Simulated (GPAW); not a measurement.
# Near-edge structure at the La L₃ edge of La2O3 (P-3m1), part 2 of 2

Aim: the dependence of the La L₃ near-edge features of La2O3 (P-3m1) on volume.

GPAW 26.7.0; X-ray absorption from dipole matrix elements to empty bands, plane-wave PAW PBE.

So far. Step 6 (Spectrum with FCH, La atom 1): The scaled spectrum changes by 16 % r.m.s. A shift of +0.6 eV leaves 8 %. The highest intensity below 24 eV goes from 2.0 eV (2.90) to 2.6 eV (2.62). Step 8 (Spectrum with FCH, La atom 1): Against the first run the r.m.s. difference is 10 %. The highest intensity below 24 eV goes from 2.0 eV (2.90) to 2.4 eV (2.71).

## Step 10: Spectrum with FCH, La atom 1

Changed against the first core-hole run: volume scale from 1 to 0.97.

File xas.py:

```python
import numpy as np
from ase import Atoms
from ase.parallel import parprint, paropen
from gpaw import GPAW, PW, FermiDirac, Mixer, MixerDif, setup_paths
from gpaw.test import gen
setup_paths.insert(0, '.')
gen('La', name='fch2p', xcname='PBE', corehole=(2, 1, 1), write_xml=True)
from gpaw.mpi import world
world.barrier()

atoms = Atoms('La6O9',
    cell=[[-5.8366055, 3.36976576, 0],
     [-5.8366055, -3.36976576, 0],
     [3.89107034, 0, 6.05021239]],
    scaled_positions=[[0.41541189, 0.74874523, 0.24623568],
     [0.74874523, 0.08207856, 0.24623568],
     [0.08207856, 0.41541189, 0.24623568],
     [0.25125477, 0.91792144, 0.75376432],
     [0.58458811, 0.25125477, 0.75376432],
     [0.91792144, 0.58458811, 0.75376432],
     [0, 0, 0],
     [0.33333333, 0.33333333, 0],
     [0.66666667, 0.66666667, 0],
     [0.54863022, 0.88196355, 0.64589065],
     [0.88196355, 0.21529688, 0.64589065],
     [0.21529688, 0.54863022, 0.64589065],
     [0.11803645, 0.78470312, 0.35410935],
     [0.45136978, 0.11803645, 0.35410935],
     [0.78470312, 0.45136978, 0.35410935]],
    pbc=True)
atoms.calc = calc = GPAW(legacy_gpaw=True, mode=PW(500), xc='PBE', setups={0: 'fch2p'},
    kpts={'size': (3, 3, 3), 'gamma': True}, occupations=FermiDirac(0.02),
    charge=0, mixer=Mixer(0.1, 5, 50), maxiter=150,
    convergence={'density': 0.0001}, txt='scf.txt')
energy = atoms.get_potential_energy() + calc.get_reference_energy()
ef = calc.get_fermi_level()
out = dict(energy=energy, fermi=ef, forces=atoms.get_forces().tolist())
parprint(f'all-electron energy {energy:.4f} eV, Fermi level {ef:.4f} eV')
ev = np.array([[calc.get_eigenvalues(k, s) for k in range(len(calc.get_ibz_k_points()))] for s in range(calc.get_number_of_spins())])
out['homo'], out['lumo'], out['counts'] = ev[ev < ef].max(), ev[ev > ef].min(), sorted(set((ev < ef).sum((0, 2)).tolist()))
out['filled'] = (ev[:, 0] < ef).sum(1).tolist()

from ase.units import Ha
from gpaw.xas import dipole_matrix_elements
nb = int(calc.get_number_of_electrons() / 2) + 174
top, nb = nb, nb + 8 + nb // 12
nscf = calc.fixed_density(kpts={'size': (3, 3, 3), 'gamma': True}, nbands=nb,
    convergence={'bands': top, 'eigenstates': 1e-5}, maxiter=60, txt='nscf.txt')
cell = atoms.cell.array
ops = [cell.T @ U.T @ np.linalg.inv(cell.T) for U in nscf.wfs.kd.symmetry.op_scc]
filled = [60]  # bands filled in the ground state, by spin
E = np.arange(-6, 34, 0.1)
fwhm = np.interp(E, [4, 25], [3.41, 3.5])
Y, X, zero, highest = 0, 0, 1e9, 1e9
for spin in range(nscf.get_number_of_spins()):
    wfs = nscf.wfs
    A = dipole_matrix_elements(wfs.setups[0])
    eps = np.zeros((wfs.kd.nibzkpts, nb))
    d = np.zeros((3, A.shape[1], wfs.kd.nibzkpts, nb), complex)
    for kpt in wfs.kpt_u:
        if kpt.s == spin and 0 in kpt.P_ani:
            eps[kpt.k] = kpt.eps_n * Ha
            d[:, :, kpt.k] = (kpt.weight * wfs.nspins / 2) ** 0.5 * np.inner(A, kpt.P_ani[0])
    world.sum(eps)
    world.sum(d)
    T = np.einsum('amkn,bmkn->abkn', d, d.conj()).real
    T = sum(np.einsum('ai,ijkn,bj->abkn', R, T, R) for R in ops) / len(ops)
    empty = np.ones_like(eps, bool) & (np.arange(nb) >= filled[spin])
    zero, highest = min(zero, eps[empty].min()), min(highest, eps[:, top - 1].min())
    lines = [(eps, T, empty)] if spin == 0 else lines + [(eps, T, empty)]
for eps, T, empty in lines:
    f = np.einsum('aakn->akn', T).reshape(3, -1)
    x = eps.ravel() - zero
    w = np.interp(x, E, fwhm) / 2.35482
    g = np.exp(-0.5 * ((E[:, None] - x) / w) ** 2) / (w * (2 * np.pi) ** 0.5)
    Y = Y + (f * empty.ravel()) @ g.T
    X = X + (f * ~empty.ravel()) @ g.T
out.update(E=E.round(2).tolist(), xas=Y.tolist(), xes=X.tolist(), zero=zero, valid=highest - zero, nk=len(eps), nb=nb)
for i in range(0, len(E), 10):
    parprint(f'{E[i]:7.2f}', *(f'{v:10.3e}' for v in Y[:, i]))
import json
with paropen('out.json', 'w') as f:
    json.dump(out, f)
```

Launch:

```sh
$ OMP_NUM_THREADS=1 mpirun -n 2 gpaw python xas.py
```

Run time: 11 min. Hardware: 2 MPI ranks of Arm Neoverse V1, shared host; peak memory 0.77 GiB; 23 min of CPU time.

| E (eV) | first run | this run |
| --- | --- | --- |
| -2.0 | 0.44 | 0.40 |
| -1.0 | 1.13 | 1.04 |
| 0.0 | 2.01 | 1.87 |
| 1.0 | 2.68 | 2.53 |
| 2.0 | 2.90 | 2.80 |
| 3.0 | 2.60 | 2.62 |
| 4.0 | 1.97 | 2.07 |
| 5.0 | 1.30 | 1.41 |
| 6.0 | 0.79 | 0.88 |
| 7.0 | 0.48 | 0.53 |
| 8.0 | 0.33 | 0.35 |
| 9.0 | 0.31 | 0.30 |
| 10.0 | 0.35 | 0.33 |
| 11.0 | 0.41 | 0.39 |
| 12.0 | 0.48 | 0.46 |
| 13.0 | 0.53 | 0.52 |
| 14.0 | 0.57 | 0.56 |
| 15.0 | 0.60 | 0.59 |
| 16.0 | 0.61 | 0.61 |
| 17.0 | 0.61 | 0.61 |
| 18.0 | 0.60 | 0.60 |
| 19.0 | 0.59 | 0.59 |
| 20.0 | 0.56 | 0.57 |
| 21.0 | 0.53 | 0.54 |
| 22.0 | 0.50 | 0.51 |
| 23.0 | 0.49 | 0.49 |
| 24.0 | 0.48 | 0.47 |
| 25.0 | 0.48 | 0.47 |
| 26.0 | 0.50 | 0.48 |
| 27.0 | 0.54 | 0.51 |
| 28.0 | 0.59 | 0.55 |
| 29.0 | 0.66 | 0.61 |
| 30.0 | 0.74 | 0.68 |

The scaled spectrum changes by 5 % r.m.s. The highest intensity below 24 eV goes from 2.0 eV (2.90) to 2.2 eV (2.80).

The photon energy of the zero moves by -0.14 eV.

## Step 11: The volumes side by side

| volume | nearest distance (Å) | shift of the zero (eV) | maximum 1 (eV above own zero) | maximum 2 (eV above own zero) |
| --- | --- | --- | --- | --- |
| 0.91 | 2.290 | -0.45 | 2.6 | 17.4 |
| 0.94 | 2.315 | -0.28 | 2.4 | 17.0 |
| 0.97 | 2.339 | -0.14 | 2.2 | 16.8 |
| 1 | 2.363 | +0.00 | 2.0 | 16.4 |

The curves, each shifted by its zero's change so that they share one photon-energy axis, counted from the zero at V × 1:

| E (eV) | V × 0.91 | V × 0.94 | V × 0.97 | V × 1 |
| --- | --- | --- | --- | --- |
| -2.0 | 0.55 | 0.51 | 0.47 | 0.44 |
| -1.0 | 1.20 | 1.18 | 1.15 | 1.13 |
| 0.0 | 1.90 | 1.94 | 1.98 | 2.01 |
| 1.0 | 2.39 | 2.49 | 2.59 | 2.68 |
| 2.0 | 2.61 | 2.70 | 2.80 | 2.90 |
| 3.0 | 2.48 | 2.52 | 2.56 | 2.60 |
| 4.0 | 2.00 | 1.99 | 1.98 | 1.97 |
| 5.0 | 1.40 | 1.36 | 1.33 | 1.30 |
| 6.0 | 0.89 | 0.85 | 0.82 | 0.79 |
| 7.0 | 0.54 | 0.52 | 0.50 | 0.48 |
| 8.0 | 0.36 | 0.35 | 0.34 | 0.33 |
| 9.0 | 0.30 | 0.30 | 0.30 | 0.31 |
| 10.0 | 0.32 | 0.33 | 0.34 | 0.35 |
| 11.0 | 0.39 | 0.40 | 0.40 | 0.41 |
| 12.0 | 0.46 | 0.46 | 0.47 | 0.48 |
| 13.0 | 0.52 | 0.52 | 0.52 | 0.53 |
| 14.0 | 0.56 | 0.56 | 0.57 | 0.57 |
| 15.0 | 0.58 | 0.59 | 0.59 | 0.60 |
| 16.0 | 0.60 | 0.61 | 0.61 | 0.61 |
| 17.0 | 0.61 | 0.61 | 0.61 | 0.61 |
| 18.0 | 0.61 | 0.60 | 0.60 | 0.60 |
| 19.0 | 0.59 | 0.59 | 0.59 | 0.59 |
| 20.0 | 0.58 | 0.57 | 0.57 | 0.56 |
| 21.0 | 0.56 | 0.55 | 0.54 | 0.53 |
| 22.0 | 0.53 | 0.51 | 0.51 | 0.50 |
| 23.0 | 0.49 | 0.49 | 0.49 | 0.49 |
| 24.0 | 0.47 | 0.47 | 0.47 | 0.48 |
| 25.0 | 0.45 | 0.45 | 0.47 | 0.48 |
| 26.0 | 0.44 | 0.46 | 0.48 | 0.50 |
| 27.0 | 0.45 | 0.48 | 0.51 | 0.54 |
| 28.0 | 0.49 | 0.52 | 0.56 | 0.59 |
| 29.0 | 0.53 | 0.57 | 0.62 | 0.66 |

## Step 12: Summary of results

```
absorber and edge             : La L₃, atom 1 of the ground-state input (counted from 1)
surroundings                  : 3 O at 2.36 Å, 1 O at 2.44 Å and 3 O at 2.72 Å (7-fold, site symmetry 3m)
highest intensity below 24 eV : 2.0 eV above the zero, height 2.90
```

In words: From V × 0.91 to V × 1 the nearest distance grows by 0.073 Å and the zero moves by +0.45 eV. Above their own zero, the maxima move from 2.6 to 2.0 eV and from 17.4 to 16.4 eV. The one highest in energy moves most, in the direction that the rule ΔE·R² ≈ constant for scattering resonances gives. The La L₃ edge of atom 1, with 3 O at 2.36 Å, 1 O at 2.44 Å and 3 O at 2.72 Å (7-fold, site symmetry 3m), has its highest intensity of the first 24 eV at 2.0 eV above the zero, 2.9 times the mean level of the first 20 eV (Gaussian full width 3.41 eV up to 4 eV, rising linearly to 3.5 eV at 25 eV). At the La L₃ edge of atom 1 polarisation matters most near 3.6 eV, where the curves differ by 0.3 on this scale. Only the L₃ part is meant: spin–orbit coupling of the core level isn't computed and the L₂ copy isn't added. The script folds with a Gaussian, whereas the core hole's own line is a Lorentzian, so the onset is too steep and the first peak too high. The structure is a computed Materials Project entry and may be a hypothetical form.

[Logs are printed without paths, hosts, clocks, repeated set-up lines and the standing remarks that a program may print on its own settings, such as how far it seeks lower states.]

[Hosts, paths, dates, database ids (printed as entryN), source tags and the programs' standing remarks are cut or masked in the printed files.]

[Lists of maxima count a maximum above −3 eV only where it reaches 4 % of the highest in the window and stands out from its surroundings by 2 % of it (1.5 % where it reaches 55 %); shoulders and weaker maxima are passed over, and of the rest the first, up to two pre-edge ones and the few strongest are named.]
